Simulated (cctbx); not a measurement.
**Resonant diffraction in Al6Ga2NiRu20**

Space group Fm-3m (no. 225), a = 11.9930 Å, b = 11.9930 Å, c = 11.9930 Å, α = 90.00°, β = 90.00°, γ = 90.00°.

| atom | mult. | x | y | z | Ueq (Å²) |
| --- | --- | --- | --- | --- | --- |
| Ru1 | 48 | 0.3315 | 0.6685 | 0 | 0.0128 |
| Ru2 | 32 | 0.8877 | 0.8877 | 0.6123 | 0.0133 |
| Ga1 | 8 | 1/4 | 1/4 | 3/4 | 0.0132 |
| Ni1 | 4 | 0 | 0 | 0 | 0.0187 |
| Al1 | 24 | 0 | 0 | 0.7406 | 0.0201 |

The model was made for the exercise: a known structure type with other elements put in, its volume estimated, not relaxed; displacement parameters are assumed.

Calculated with cctbx: free-atom f′ and f″ from the Sasaki tables, no fine structure; amplitudes in electrons.

| E (eV) | F 4 4 4 | F 0 0 2 | F 0 0 4 | F 4 4 0 |
| --- | --- | --- | --- | --- |
| 7733 | 111.1 | 151.7 | 546.2 | 975.1 |
| 8083 | 113.3 | 149.1 | 548.7 | 969.9 |
| 8213 | 115.6 | 146.5 | 551.3 | 966.4 |
| 8273 | 117.9 | 143.9 | 553.9 | 963.4 |
| 8303 | 120.3 | 141.1 | 556.6 | 960.5 |
| 8318 | 122.7 | 138.2 | 559.3 | 957.7 |
| 8325 | 125.0 | 135.6 | 561.8 | 955.2 |
| 8329 | 127.4 | 132.8 | 564.6 | 952.6 |
| 8337 | 124.9 | 134.0 | 563.6 | 952.8 |
| 8341 | 122.1 | 137.2 | 560.5 | 955.8 |
| 8348 | 119.6 | 140.0 | 557.8 | 958.4 |
| 8363 | 116.9 | 143.1 | 554.7 | 961.2 |
| 8393 | 114.2 | 146.3 | 551.7 | 963.9 |
| 8483 | 110.7 | 150.5 | 547.7 | 967.0 |
| 8733 | 107.1 | 155.5 | 543.3 | 969.3 |

**Question.** Which edge is crossed, and why do the reflections move as they do?

The K edge of Ni. The edge is at 8333 eV. f′ of Ni falls from -3.9 e at 8213 eV to -7.5 e at 4 eV below it, and f″ steps from 0.48 to 3.91 e across it. Over that approach |F| changes by +10 % (4 4 4), -9 % (0 0 2), +2 % (0 0 4) and -1 % (4 4 0): a reflection falls where Ni scatters in phase with the total and rises where it scatters against it; it hardly moves where the Ni term is small or cancels by symmetry. Above the edge the larger f″ enters the imaginary part, where it can add to or cancel the other atoms' f″. The structure is centrosymmetric, so Friedel mates stay equal.
